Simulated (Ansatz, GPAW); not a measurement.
**Screening of a field by a 5-layer slab of Ag(110)**

How does a 5-layer slab of Ag(110) screen a perpendicular field?

Main program and level: GPAW 26.7.0 and Ansatz 0.2.0; Ansatz plane waves; slab in vacuum with a dipole correction, relaxation, in the first sound run; inputs show where later runs differ.

Report form: the programs' logs are mostly left out.

## (1) Starting point

The cell holds 5 atoms: 5 Ag. Its edges and angles: a = 4.090 Å, b = 2.892 Å, c = 19.784 Å, α = 90.0°, β = 90.0°, γ = 90.0°. Vacuum lies along c.

## (2) Relaxing the atoms

Forces are removed first; all later runs use this geometry. The lowest 2 atoms are held at bulk positions and keep their forces.

File input.yaml:

```yaml
crystal:
  lattice:
    - [4.09, 0.0, 0.0]
    - [0.0, 2.8920667351, 0.0]
    - [0.0, 0.0, 19.7841334701]
  atoms:
    - { symbol: Ag, position: [0.0, 0.0, 0.3538188827] }
    - { symbol: Ag, position: [0.5, 0.5, 0.4269094414] }
    - { symbol: Ag, position: [0.0, 0.0, 0.5] }
    - { symbol: Ag, position: [0.5, 0.5, 0.5730905586] }
    - { symbol: Ag, position: [0.0, 0.0, 0.6461811173] }
kpoints:
  mp_grid: { grid: [8, 11, 1] }
hamiltonian:
  xc: pbe
scf:
  occupations: { method: fermi_dirac, width: 0.1 }
efield:
  axis: 3
  dipole_correction: true
  ramp_width: 0.05
relax:
  f_tol: 0.02
  max_steps: 60
  constraints: [{ sites: [0, 1] }]
output:
  write_potential: true
  write_density: true
  volumetric_format: npy
```

Launch:

```sh
> ansatz run input.yaml --threads 4 --pin off --max-ram 8192MiB --backend cpu --events-out ev --progress --plain --runs-dir out
```

Elapsed: 15 s, on 4 threads of Intel Xeon Platinum 8488C (Sapphire Rapids), shared host; peak memory 0.78 GiB; 56 s of CPU time.

Relaxation path:

| step | energy less that of the first step (eV) | largest force component (eV/Å) |
| --- | --- | --- |
| 1 | 0.0000 | 0.3241 |
| 2 | -0.0149 | 0.0773 |
| 3 | -0.0173 | 0.0102 |

Forces are held to the 4 operations that the run works with; a distortion that breaks them can't arise in this run.

The atoms that moved most (Å):

| atom | dx | dy | dz | length |
| --- | --- | --- | --- | --- |
| Ag4 | 0.000 | 0.000 | 0.117 | 0.117 |
| Ag5 | 0.000 | 0.000 | 0.064 | 0.064 |
| Ag3 | 0.000 | 0.000 | 0.044 | 0.044 |

Final coordinates:

```
Ag
1.0
     4.09000    0.00000    0.00000
     0.00000    2.89207    0.00000
     0.00000    0.00000   19.78413
Ag
5
Direct
  0.00000 0.00000 0.35382
  0.50000 0.50000 0.42691
  0.00000 0.00000 0.50224
  0.50000 0.50000 0.57900
  0.00000 0.00000 0.64940
```

This step gave:

* free energy: -37951.4722 eV
* smearing term TS: 0.04728 eV
* symmetry operations: 4
* upper work function: 4.172 eV
* lower work function: 4.162 eV
* dipole along the normal: -6.59e-4 e·Å
* dipole field: -5.10e-4 V/Å
* vacuum level above: 7.871 eV
* vacuum level below: 7.861 eV

The electrostatic potential energy of an electron (with the applied field's), less the Fermi level, planar mean oscillates, so the rows of the table below give means over windows of 1.47 Å about each position, cut where the curve ends. Its maxima inside the range that stand out by 2 % of the span (Å: eV): 7.8: -5.11, 9.2: -4.77, 10.7: -4.45, 12.2: -5.70. Its minima: 7.0: -6.43, 8.5: -6.80, 10.0: -6.76, 11.4: -6.86, 12.7: -6.55.

Table of electrostatic potential energy of an electron (with the applied field's), less the Fermi level, planar mean by z; means over each step:

| z (Å) | electrostatic potential energy of an electron (with the applied field's), less the Fermi level, planar mean (eV) |
| --- | --- |
| 0.73 | 4.16 |
| 2.21 | 4.16 |
| 3.68 | 4.15 |
| 5.15 | 3.76 |
| 6.62 | -3.19 |
| 8.09 | -5.90 |
| 9.55 | -5.74 |
| 11.03 | -5.66 |
| 12.50 | -5.93 |
| 13.97 | 1.46 |
| 15.44 | 4.11 |
| 16.91 | 4.17 |
| 18.38 | 4.17 |

The valence density, planar mean oscillates, so the rows of the table below give means over windows of 1.47 Å about each position, cut where the curve ends. Its maxima inside the range that stand out by 2 % of the span (Å: e/Å³): 7.0: 1.63, 8.5: 1.64, 10.0: 1.65, 11.4: 1.65, 12.9: 1.62. Its minima: 7.8: 0.582, 9.2: 0.529, 10.7: 0.491, 12.2: 0.640.

Table of valence density, planar mean by z; means over each step:

z (Å), valence density, planar mean (e/Å³) and a bar:
```
     2.21       0.00 
     3.68       0.00 
     5.15       0.02 
     6.62       0.88 #######################
     8.09       1.11 #############################
     9.55       1.08 #############################
    11.03       1.06 ############################
    12.50       1.13 ##############################
    13.97       0.20 #####
    15.44       0.00 
    16.91       0.00
```

The relaxation lowered the energy of the cell by 0.0173 eV.

## (3) Plane waves, PBE

The work function is the vacuum plateau of the electrostatic potential less the Fermi level; a dipole layer lets the two faces have plateaus of their own.

This step: GPAW, PAW setups; slab in vacuum (GPAW 26.7.0).

File run.py:

```python
import json
import numpy as np
from ase import Atoms
from gpaw import GPAW, PW

slab = Atoms(
    ['Ag', 'Ag', 'Ag', 'Ag', 'Ag'],
    positions=[
        [0.00000, 0.00000, 7.00000],
        [2.04500, 1.44603, 8.44603],
        [0.00000, 0.00000, 9.93640],
        [2.04500, 1.44603, 11.45504],
        [0.00000, 0.00000, 12.84791]],
    cell=[[4.09, 0.0, 0.0], [0.0, 2.89207, 0.0], [0.0, 0.0, 19.78413]],
    pbc=[True, True, False])

slab.calc = GPAW(mode=PW(400), xc='PBE', kpts={'size': (8, 11, 1), 'gamma': True},
                 occupations={'name': 'fermi-dirac', 'width': 0.1}, nbands='140%',
                 convergence={'density': 1e-05}, maxiter=200,
                 poissonsolver={'dipolelayer': 'xy'},
                 symmetry={'tolerance': 1e-3}, txt='slab.txt')
result = {}
energy = slab.get_potential_energy()
fermi = slab.calc.get_fermi_level()
v = slab.calc.get_electrostatic_potential().mean((0, 1)) - fermi
n = slab.calc.get_pseudo_density().mean((0, 1))
L = slab.cell[2, 2]
z = np.arange(len(v)) * L / len(v)
low, high = slab.positions[:, 2].min(), slab.positions[:, 2].max()
below, above = np.interp([low - 4.8, high + 4.8], z, v)
slopes = [np.interp(x, z, np.gradient(v, z)) for x in (low - 4.8, high + 4.8)]
eps = np.array([[slab.calc.get_eigenvalues(k, s) for k in range(len(slab.calc.get_ibz_k_points()))]
                for s in range(slab.calc.get_number_of_spins())]) - fermi
top, bottom = eps[eps < 0].max(), eps[eps > 0].min()
dipole = slab.get_dipole_moment()[2]
print(f'energy {energy:.4f} eV, Fermi level {fermi:.4f} eV, dipole {dipole:.5f} e A')
print(f'potential 4.8 A off the faces, from the Fermi level: lower {below:.4f} eV, upper {above:.4f} eV')
print(f'slope of the potential there: lower {slopes[0]:.5f}, upper {slopes[1]:.5f} eV/A')
print(f'nearest levels on the mesh: {top:.4f} and {bottom:.4f} eV')
print('magnetic moment', round(slab.get_magnetic_moment(), 3))
result.update(energy=energy, fermi=fermi, dipole=dipole, below=below, above=above, slopes=slopes, edges=[top, bottom],
              z=z.tolist(), v=v.tolist(), n=n.tolist(), positions=slab.positions.tolist(),
              forces=slab.get_forces(apply_constraint=False).tolist(), moments=slab.get_magnetic_moments().tolist())
json.dump(result, open('result.json', 'w'))
```

Launch:

```sh
> OMP_NUM_THREADS=1 OPENBLAS_NUM_THREADS=1 python run.py
```

It took 93 s on 1 thread; peak memory 0.32 GiB.

Numbers from this step:

```yaml
dipole_along_the_normal: -6.60e-4 e·Å
levels_nearest_the_fermi_level_on_the_mesh: -0.01766, 0.05700 eV from the Fermi level
upper_work_function: 4.180 eV
lower_work_function: 4.169 eV
```

The electrostatic potential energy of an electron (without an applied field's), less the Fermi level, planar mean oscillates, so the rows of the table below give means over windows of 1.44 Å about each position, cut where the curve ends. Its maxima inside the range that stand out by 2 % of the span (Å: eV): 7.7: -4.54, 9.2: -4.19, 10.7: -3.87, 12.2: -5.23. Its minima: 7.0: -11.4, 8.4: -11.9, 9.9: -11.7, 11.4: -11.9, 12.8: -11.4.

The electrostatic potential energy of an electron (without an applied field's), less the Fermi level, planar mean by z; means over each step:

z (Å), electrostatic potential energy of an electron (without an applied field's), less the Fermi level, planar mean (eV) and a bar from the least value:
```
     0.72        4.2 ##############################
     2.16        4.2 ##############################
     3.60        4.2 ##############################
     5.04        3.9 #############################
     6.48       -4.1 ##########
     7.92       -8.1 #
     9.36       -7.8 ##
    10.80       -7.5 ##
    12.24       -8.5 
    13.68       -1.0 ##################
    15.12        4.0 ##############################
    16.56        4.2 ##############################
    18.00        4.2 ##############################
    19.44        4.2 ##############################
```

The pseudo valence density, planar mean by z:

| z (Å) | pseudo valence density, planar mean (e/Å³) |
| --- | --- |
| 0.00 | 0 |
| 0.62 | 0 |
| 1.03 | 0 |
| 1.65 | 0 |
| 2.06 | 3.9e-6 |
| 2.68 | 1.8e-5 |
| 3.09 | 4.9e-5 |
| 3.71 | 2.2e-4 |
| 4.33 | 0.00103 |
| 4.74 | 0.00288 |
| 5.36 | 0.0144 |
| 5.77 | 0.0461 |
| 6.39 | 0.357 |
| 6.80 | 1.30 |
| 7.42 | 0.790 |
| 8.04 | 0.816 |
| 8.45 | 1.63 |
| 9.07 | 0.497 |
| 9.48 | 0.706 |
| 10.10 | 1.43 |
| 10.51 | 0.527 |
| 11.13 | 1.00 |
| 11.54 | 1.57 |
| 12.16 | 0.535 |
| 12.78 | 1.58 |
| 13.19 | 0.907 |
| 13.81 | 0.111 |
| 14.22 | 0.0304 |
| 14.84 | 0.00576 |
| 15.25 | 0.00201 |
| 15.87 | 4.3e-4 |
| 16.49 | 9.4e-5 |
| 16.90 | 3.4e-5 |
| 17.52 | 7.3e-6 |
| 17.93 | 2.8e-6 |
| 18.55 | 0 |
| 18.96 | 0 |
| 19.58 | 0 |

Force by atom:

| atom | x (eV/Å) | y (eV/Å) | z (eV/Å) | size |
| --- | --- | --- | --- | --- |
| Ag1 | 0.000 | 0.000 | 0.120 | 0.120 |
| Ag2 | 0.000 | 0.000 | -0.125 | 0.125 |
| Ag3 | 0.000 | 0.000 | -0.003 | 0.003 |
| Ag4 | 0.000 | 0.000 | 0.016 | 0.016 |
| Ag5 | 0.000 | 0.000 | -0.007 | 0.007 |

The potential is flat to 5.1e-4 eV/Å where it is read, so the vacuum is wide enough. The geometry is the other program's minimum; here the largest force on a free atom is 0.016 eV/Å.

## (4) In a field

A uniform field along the normal polarises the slab; the atoms stay fixed, so this is the electronic response alone.

run.py: that of step 3 with these lines changed.

```diff
@@ -4,2 +4,3 @@
 from gpaw import GPAW, PW
+from gpaw.external import ConstantElectricField
 
@@ -20,2 +21,3 @@
                  poissonsolver={'dipolelayer': 'xy'},
+                 external=ConstantElectricField(-0.2, [0, 0, 1]),
                  symmetry={'tolerance': 1e-3}, txt='slab.txt')
```

It took 2.5 min on 1 thread; peak memory 0.42 GiB.

This step gave:

| Property | Result |
| --- | --- |
| dipole along the normal | -0.1145 e·Å |
| levels nearest the Fermi level on the mesh | -0.01721, 0.05695 eV from the Fermi level |
| potential below the slab, the applied field's own ramp left out | 3.310 eV from the Fermi level |
| potential above the slab, the applied field's own ramp left out | 5.062 eV from the Fermi level |

The electrostatic potential energy of an electron (without an applied field's), less the Fermi level, planar mean oscillates, so the rows of the table below give means over windows of 1.49 Å about each position, cut where the curve ends. Its maxima inside the range that stand out by 2 % of the span (Å: eV): 7.7: -4.96, 9.2: -4.34, 10.7: -3.70, 12.2: -4.78, 18.4: 5.06. Its minima: 7.0: -12.0, 8.4: -12.1, 9.9: -11.7, 11.4: -11.6, 12.8: -10.8.

Electrostatic potential energy of an electron (without an applied field's), less the Fermi level, planar mean against z; means over each step:

| z (Å) | electrostatic potential energy of an electron (without an applied field's), less the Fermi level, planar mean (eV) |
| --- | --- |
| 0.74 | 3.42 |
| 2.23 | 3.31 |
| 3.72 | 3.30 |
| 5.21 | 2.86 |
| 6.70 | -6.40 |
| 8.19 | -8.39 |
| 9.68 | -7.91 |
| 11.17 | -7.58 |
| 12.66 | -7.24 |
| 14.15 | 3.25 |
| 15.64 | 5.02 |
| 17.13 | 5.06 |
| 18.62 | 5.06 |

Force by atom:

| atom | x (eV/Å) | y (eV/Å) | z (eV/Å) | size |
| --- | --- | --- | --- | --- |
| Ag1 | 0.000 | 0.000 | 0.119 | 0.119 |
| Ag2 | 0.000 | 0.000 | -0.120 | 0.120 |
| Ag3 | 0.000 | 0.000 | -0.010 | 0.010 |
| Ag4 | 0.000 | 0.000 | 0.020 | 0.020 |
| Ag5 | 0.000 | 0.000 | -0.006 | 0.006 |

The dipole is now -0.115 e Å, against -6.6e-4 in the run without a field.

## (5) Field on

run.py: that of step 4 with these lines changed.

```diff
@@ -21,3 +21,3 @@
                  poissonsolver={'dipolelayer': 'xy'},
-                 external=ConstantElectricField(-0.2, [0, 0, 1]),
+                 external=ConstantElectricField(-0.1, [0, 0, 1]),
                  symmetry={'tolerance': 1e-3}, txt='slab.txt')
```

Wall time 2.7 min (1 thread); peak memory 0.41 GiB.

This step gave:

| Property | Result |
| --- | --- |
| dipole along the normal | -0.05759 e·Å |
| levels nearest the Fermi level on the mesh | -0.01748, 0.05698 eV from the Fermi level |
| potential below the slab, the applied field's own ramp left out | 3.738 eV from the Fermi level |
| potential above the slab, the applied field's own ramp left out | 4.619 eV from the Fermi level |

The electrostatic potential energy of an electron (without an applied field's), less the Fermi level, planar mean oscillates, so the rows of the table below give means over windows of 1.44 Å about each position, cut where the curve ends. Its maxima inside the range that stand out by 2 % of the span (Å: eV): 7.7: -4.75, 9.2: -4.26, 10.7: -3.78, 12.2: -5.00. Its minima: 7.0: -11.7, 8.4: -12.0, 9.9: -11.7, 11.4: -11.7, 12.8: -11.1.

Electrostatic potential energy of an electron (without an applied field's), less the Fermi level, planar mean against z; means over each step:

z (Å), electrostatic potential energy of an electron (without an applied field's), less the Fermi level, planar mean (eV) and a bar from the least value:
```
     0.72        3.8 ############################
     2.16        3.7 ############################
     3.60        3.7 ############################
     5.04        3.5 ###########################
     6.48       -4.5 #########
     7.92       -8.3 
     9.36       -7.8 #
    10.80       -7.4 ##
    12.24       -8.3 
    13.68       -0.7 ##################
    15.12        4.5 ##############################
    16.56        4.6 ##############################
    18.00        4.6 ##############################
    19.44        4.6 ##############################
```

Force by atom:

| atom | x (eV/Å) | y (eV/Å) | z (eV/Å) | size |
| --- | --- | --- | --- | --- |
| Ag1 | 0.000 | 0.000 | 0.120 | 0.120 |
| Ag2 | 0.000 | 0.000 | -0.122 | 0.122 |
| Ag3 | 0.000 | 0.000 | -0.006 | 0.006 |
| Ag4 | 0.000 | 0.000 | 0.018 | 0.018 |
| Ag5 | 0.000 | 0.000 | -0.007 | 0.007 |

The dipole is now -0.0576 e Å, against -6.6e-4 in the run without a field.

## (6) Field on

run.py: that of step 5 with these lines changed.

```diff
@@ -21,3 +21,3 @@
                  poissonsolver={'dipolelayer': 'xy'},
-                 external=ConstantElectricField(-0.1, [0, 0, 1]),
+                 external=ConstantElectricField(-0.05, [0, 0, 1]),
                  symmetry={'tolerance': 1e-3}, txt='slab.txt')
```

Wall time 3 min (1 thread); peak memory 0.42 GiB.

## (7) In a field

run.py: that of step 6 with these lines changed.

```diff
@@ -21,3 +21,3 @@
                  poissonsolver={'dipolelayer': 'xy'},
-                 external=ConstantElectricField(-0.05, [0, 0, 1]),
+                 external=ConstantElectricField(0.05, [0, 0, 1]),
                  symmetry={'tolerance': 1e-3}, txt='slab.txt')
```

Elapsed: 2.8 min, on 1 thread; peak memory 0.42 GiB.

The electrostatic potential energy of an electron (without an applied field's), less the Fermi level, planar mean oscillates, so the rows of the table below give means over windows of 1.44 Å about each position, cut where the curve ends. Its maxima inside the range that stand out by 2 % of the span (Å: eV): 7.7: -4.43, 9.2: -4.15, 10.7: -3.91, 12.2: -5.34. Its minima: 7.0: -11.3, 8.4: -11.8, 9.9: -11.7, 11.4: -12.0, 12.8: -11.6.

Table of electrostatic potential energy of an electron (without an applied field's), less the Fermi level, planar mean by z; means over each step:

| z (Å) | electrostatic potential energy of an electron (without an applied field's), less the Fermi level, planar mean (eV) |
| --- | --- |
| 0.72 | 4.36 |
| 2.16 | 4.39 |
| 3.60 | 4.38 |
| 5.04 | 4.08 |
| 6.48 | -3.96 |
| 7.92 | -7.97 |
| 9.36 | -7.76 |
| 10.80 | -7.57 |
| 12.24 | -8.63 |
| 13.68 | -1.21 |
| 15.12 | 3.83 |
| 16.56 | 3.96 |
| 18.00 | 3.96 |
| 19.44 | 3.98 |

## (8) Field on

run.py: that of step 7 with these lines changed.

```diff
@@ -21,3 +21,3 @@
                  poissonsolver={'dipolelayer': 'xy'},
-                 external=ConstantElectricField(0.05, [0, 0, 1]),
+                 external=ConstantElectricField(0.1, [0, 0, 1]),
                  symmetry={'tolerance': 1e-3}, txt='slab.txt')
```

It took 3.2 min on 1 thread; peak memory 0.43 GiB.

The electrostatic potential energy of an electron (without an applied field's), less the Fermi level, planar mean oscillates, so the rows of the table below give means over windows of 1.44 Å about each position, cut where the curve ends. Its maxima inside the range that stand out by 2 % of the span (Å: eV): 1.3: 4.60, 7.7: -4.32, 9.2: -4.12, 10.7: -3.95, 12.2: -5.45. Its minima: 7.0: -11.1, 8.4: -11.7, 9.9: -11.7, 11.4: -12.0, 12.8: -11.7.

The electrostatic potential energy of an electron (without an applied field's), less the Fermi level, planar mean by z; means over each step:

z (Å), electrostatic potential energy of an electron (without an applied field's), less the Fermi level, planar mean (eV) and a bar from the least value:
```
     0.72        4.5 ##############################
     2.16        4.6 ##############################
     3.60        4.6 ##############################
     5.04        4.3 #############################
     6.48       -3.8 ###########
     7.92       -7.9 ##
     9.36       -7.7 ##
    10.80       -7.6 ###
    12.24       -8.7 
    13.68       -1.4 #################
    15.12        3.6 ############################
    16.56        3.7 ############################
    18.00        3.7 ############################
    19.44        3.8 ############################
```

The dipole is now 0.0561 e Å, against -6.6e-4 in the run without a field.

## (9) In a field

run.py: that of step 8 with these lines changed.

```diff
@@ -21,3 +21,3 @@
                  poissonsolver={'dipolelayer': 'xy'},
-                 external=ConstantElectricField(0.1, [0, 0, 1]),
+                 external=ConstantElectricField(0.2, [0, 0, 1]),
                  symmetry={'tolerance': 1e-3}, txt='slab.txt')
```

Elapsed: 2.4 min, on 1 thread; peak memory 0.43 GiB.

The dipole is now 0.113 e Å, against -6.6e-4 in the run without a field.

(Part 1 of 2 ends here.)

[Logs are printed without paths, hosts, clocks, repeated set-up lines and the standing remarks that a program may print on its own settings, such as how far it seeks lower states.]

[Hosts, paths, dates, database ids (printed as entryN), source tags and the programs' standing remarks are cut or masked in the printed files.]
